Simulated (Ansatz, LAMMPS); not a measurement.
# Gap against volume in amorphous 37Ga2O3-63Al2O3 (mol %) (135 atoms)

Density of this cell: 4.16 g/cm³. The cell holds 135 atoms: 20 Ga, 34 Al and 81 O. Cell: a = 11.234 Å, b = 11.522 Å, c = 11.126 Å, α = 90.5°, β = 90.8°, γ = 91.3°. The starting structure: 135 atoms (20 Fe, 34 Al, 81 O) placed at random at 3.55 g/cm³, melted at 5000 K for 10 ps at fixed volume with the Morse and Coulomb pair potential with partial charges (Pedone, Malavasi, Menziani, Cormack and Segre, J. Phys. Chem. B 110, 11780 (2006)). Quenched from 5000 K to 300 K at 50 K/ps and fixed volume, held 10 ps at zero pressure, then minimised at fixed cell. Then Fe was replaced by Ga and the cell scaled by 1.006 (the potential has no terms for the new elements, so the cell is a start for a DFT relaxation).

Calculated with Ansatz 0.2.0: Kohn-Sham DFT, PBE, PAW (set soft_1), plane waves; cutoff 420 eV, Γ point, fixed occupations. The relaxed cell was scaled evenly and the atoms were relaxed at each volume. The gap is that between the highest filled and the lowest empty Kohn-Sham level on the run's k-points.

| volume (Å³/atom) | gap (eV) |
| --- | --- |
| 10.024 | 2.865 |
| 10.344 | 2.688 |
| 10.664 | 2.372 |
| 10.984 | ? |
| 11.304 | 2.051 |

Task: Fit a straight line in ln V to the rows given and interpolate to the withheld row.

Worked fit:

A volume deformation potential makes the spacing linear in u = ln(V/V0), with V0 = 10.664 Å³ the relaxed volume; v is the spacing.

| u = ln(V/V0) | v (eV) |
| --- | --- |
| -0.0618743 | 2.8648 |
| -0.0304596 | 2.6882 |
| 0 | 2.3723 |
| 0.0582688 | 2.0511 |

With n = 4: mean u = -0.00851630, mean v = 2.4941, Σ(u − ū)² = 0.0078614, Σ(u − ū)(v − v̄) = -0.054662. Slope b = -0.054662 / 0.0078614 = -6.9533; intercept a = v̄ − b ū = 2.4349.

At the withheld volume u = 0.02956, and v = a + b u.

Prediction at 10.984: 2.229 eV. The run gave 2.188 eV, so the fit is high by 0.041 eV (1.9 % of the value).

The slope, -6.95 eV, says that the spacing narrows on expansion. Among the rows given, the largest miss of the fit is at 10.664, by 0.063 eV (7.7 % of the range of the table).

Limits: The table spans 12 % in volume, wide for a linear law. Semilocal functionals tend to put gaps under measured ones. Only the Γ point is sampled. Atoms move by up to 0.8 Å in these relaxations, so the structure changes along the series. Defect or tail levels can set the spacing of a disordered cell.

[Hosts, paths, dates, database ids (printed as entryN), source tags and the programs' standing remarks are cut or masked in the printed files.]
